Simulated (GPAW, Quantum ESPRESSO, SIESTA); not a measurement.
# Equation of state of hcp Ru at PBE: programs compared

Aim: the equation of state of hcp Ru at PBE, from a volume scan solved by several programs.

Values are calculated unless marked as measured.

**What experiment says.**

For Ru, hcp (Ru grains in He, ruby gauge, 300 K), “Thermal equation of state of ruthenium characterized by resistively heated diamond anvil cell” (2019, pmc:6783540) gives, by XRD compression curve to 151 GPa: bulk modulus (K0, Rydberg-Vinet EoS) 319.1 ± 0.9 GPa [zero-pressure value from Vinet fit to compression curve; correlated with K0' and …]; bulk modulus (K0, third-order Birch-Murnaghan EoS) 323.4 ± 1.1 GPa [zero-pressure value from BM3 fit to compression curve; correlated with K0' and dependent …].

## 1. Set-up

The cell holds 2 atoms (2 Ru). It starts from typed lattice constants, and its volume is changed by -8 to +8 %. At each volume the reference relaxes cell shape and atoms, and all levels then solve that geometry.

## 2. One input

Quantum ESPRESSO 7.5: Kohn-Sham DFT, PBE, GBRV 1.5 ultrasoft pseudopotentials, plane waves. Its pw.in for the cell at +0 %:

```
&control
  calculation = 'scf'
  pseudo_dir = './pseudo'
  outdir = './tmp'
  disk_io = 'none'
  tprnfor = .true.
  tstress = .true.
/
&system
  ibrav = 0
  nat = 2
  ntyp = 1
  ecutwfc = 45
  ecutrho = 270
  occupations = 'smearing'
  smearing = 'fd'
  degauss = 0.007350
/
&electrons
  conv_thr = 1.0e-08
  electron_maxstep = 100
  mixing_beta = 0.3
  mixing_mode = 'plain'
  diagonalization = 'david'
/
ATOMIC_SPECIES
Ru 101.070 Ru.upf
CELL_PARAMETERS angstrom
2.72256 -0.00000 0.00000
-1.36128 2.35781 0.00000
0.00000 0.00000 4.29190
ATOMIC_POSITIONS crystal
Ru 0.00000 0.00000 0.00000
Ru 0.33333 0.66667 0.50000
K_POINTS automatic
13 13 7 0 0 0
```

Elapsed: 35 s, on 2 MPI ranks of Arm Neoverse V1, shared host; peak memory 0.19 GiB; 71 s of CPU time.

## 3. Programs and settings

```
                level                      basis or training data  k-meshes  runs finished  CPU time  peak memory (GiB)
  QE, PBE (reference)  plane waves, GBRV 1.5 ultrasoft, 45/270 Ry   13×13×7         9 of 9    16 min               0.24
GPAW plane waves, PBE                    plane waves, PAW, 650 eV   13×13×7         9 of 9    29 min               0.69
      SIESTA DZP, PBE    DZP orbitals, shift 0.01 Ry, mesh 400 Ry   13×13×7         9 of 9   6.3 min               0.38
```

CPU times are sums over a level's finished runs on a shared host, and rough.

## 4. Energy and pressure

Energy over each level's lowest row (meV an atom), then pressure (GPa):

```csv
volume change (%),volume (Å³/atom),"E, QE, PBE","E, GPAW plane waves, PBE","E, SIESTA DZP, PBE","P, QE, PBE","P, GPAW plane waves, PBE","P, SIESTA DZP, PBE"
-8,12.673,97.49,95.32,107.45,30.97,30.41,33.06
-6,12.949,52.07,50.78,58.85,21.68,21.24,24.02
-4,13.224,21.76,21.11,25.45,13.46,13.09,15.21
-2,13.500,4.90,4.68,6.61,6.05,5.83,7.24
+0,13.775,0.00,0.00,0.00,-0.50,-0.62,0.63
+2,14.051,5.76,5.87,4.34,-6.29,-6.37,-5.46
+4,14.326,20.97,21.04,18.79,-11.50,-11.47,-11.04
+6,14.602,44.58,44.51,41.95,-16.06,-15.99,-15.59
+8,14.877,75.63,75.31,72.73,-20.10,-20.01,-19.98
```

## 5. Fits

Third-order Birch–Murnaghan fits: the energy is a cubic in V^(−2/3), fitted to the energies of the rows that share one k-mesh, or through its derivative to the printed pressures. A tick marks the fit quoted below: that to energies where it misses by under 0.12 meV an atom, else that to pressures.

```
                level           fitted to  V0 (Å³/atom)  B0 (GPa)    B′    r.m.s. miss
              QE, PBE  energies, 9 rows ✓        13.759     310.6  4.87  0.01 meV/atom
              QE, PBE   pressures, 9 rows        13.754     310.3  4.87       0.03 GPa
GPAW plane waves, PBE  energies, 9 rows ✓        13.754     306.6  4.83  0.01 meV/atom
GPAW plane waves, PBE   pressures, 9 rows        13.747     306.9  4.85       0.01 GPa
      SIESTA DZP, PBE  energies, 9 rows ✓        13.797     319.4  4.86  0.09 meV/atom
      SIESTA DZP, PBE   pressures, 9 rows        13.803     318.6  4.72       0.18 GPa
```

## 6. What came out

From its energies, the reference gives V0 = 13.759 Å³ an atom, B0 = 311 GPa and B′ = 4.9. GPAW plane waves, PBE (energies) lies -0.03 % from it in volume and -1.3 % in bulk modulus. SIESTA DZP, PBE (energies) lies +0.27 % from it in volume and +2.8 % in bulk modulus. Where both fits stand, they agree on V0 within 0.3 %. The ratio of the third cell edge to the first goes from 1.582 at -8 % to 1.570 at +8 %.

Comparison with the measured values:

| quantity | measured | QE, PBE | GPAW plane waves, PBE | SIESTA DZP, PBE |
| --- | --- | --- | --- | --- |
| bulk modulus (GPa) | 319.1 | 311 (-2.7 %) | 307 (-3.9 %) | 319 (+0.1 %) |
| bulk modulus (GPa) | 323.4 | 311 (-4.0 %) | 307 (-5.2 %) | 319 (-1.2 %) |

Measured values from pmc:6783540 (2019).

**Against experiment.** The reference's bulk modulus lies -2.7 % from the measured 319.1 GPa, the other levels' -3.9 to +0.1 %. The reference's bulk modulus lies -4.0 % from the measured 323.4 GPa, the other levels' -5.2 to -1.2 %. The grades are ours: good and fair within 5 and 12 % for the bulk modulus. For bulk modulus the calculation has a static lattice, without zero-point motion or thermal motion (measured at up to 300 K).

**Limits.** The nuclei are static, without zero-point or thermal motion. Spin–orbit coupling is left out. SIESTA's automatically made basis is far from complete, and its potentials were converted by us (checked for H, C, O, Si, Ge and Ca alone). The DFT runs use Fermi–Dirac occupations of width 0.1 eV, and energies are free energies.

[Logs are printed without paths, hosts, clocks, repeated set-up lines and the standing remarks that a program may print on its own settings, such as how far it seeks lower states.]

[Hosts, paths, dates, database ids (printed as entryN), source tags and the programs' standing remarks are cut or masked in the printed files.]
